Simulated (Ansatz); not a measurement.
Planning a run of Ansatz 0.2.0 on CdTe (F-43m). The input:

```yaml
crystal:
  lattice:
    - [0.0, 3.24, 3.24]
    - [3.24, 0.0, 3.24]
    - [3.24, 3.24, 0.0]
  atoms:
    - { symbol: Cd, position: [0.0, 0.0, 0.0] }
    - { symbol: Te, position: [0.25, 0.25, 0.25] }
kpoints:
  mp_grid: { grid: [6, 6, 6] }
hamiltonian:
  xc: pbe
  hubbard:
    projectors: ortho-atomic
    sites: [{ species: Cd, l: d, u_eff: 5.0 }]
  pseudopotentials: { kind: paw, azcp: { folder: soft_1 } }
scf:
  occupations: { method: fixed }
gw:
  n_empty_bands: 283
  ecut_chi: 150.0
  qp_bands: [v2, c2]
  qp_kpoints: band_edges
  screening: { model: contour_deformation }
```

```sh
ansatz run input.yaml --threads 3 --pin off --max-ram 92160MiB --backend cuda --events-out ev --progress --plain --runs-dir out --devices 1 --max-vram 13GiB
```

**Question.** Estimate wall time and host memory on 1 × NVIDIA H100 80GB HBM3 (shared by 6 runs) with 3 threads of AMD EPYC 7R13 (Zen 3), shared host.

It took 48 s; on shared hardware allow 24 s to 97 s. Peak host memory was 1.5 GiB. The sizes that set the cost: 1363 plane waves a state, 16 irreducible k points, 301 bands summed, 283 plane waves in the screening and 7 SCF cycles.

The screening grows as filled bands × empty bands × pairs of k points, times the square of the screening basis for the matrix.

[Paths, hosts, dates, memory and timing lines, banners, echoed tables and standing remarks are left out of the program output.]

[Logs are printed without paths, hosts, clocks, repeated set-up lines and the standing remarks that a program may print on its own settings, such as how far it seeks lower states.]

[Runs of the session that timed out or met a known fault of the program may be left out.]

[Cells called generated may have been cut or substituted from an entry of the Crystallography Open Database or the Materials Project.]

[Hosts, paths, dates, database ids (printed as entryN), source tags and the programs' standing remarks are cut or masked in the printed files.]
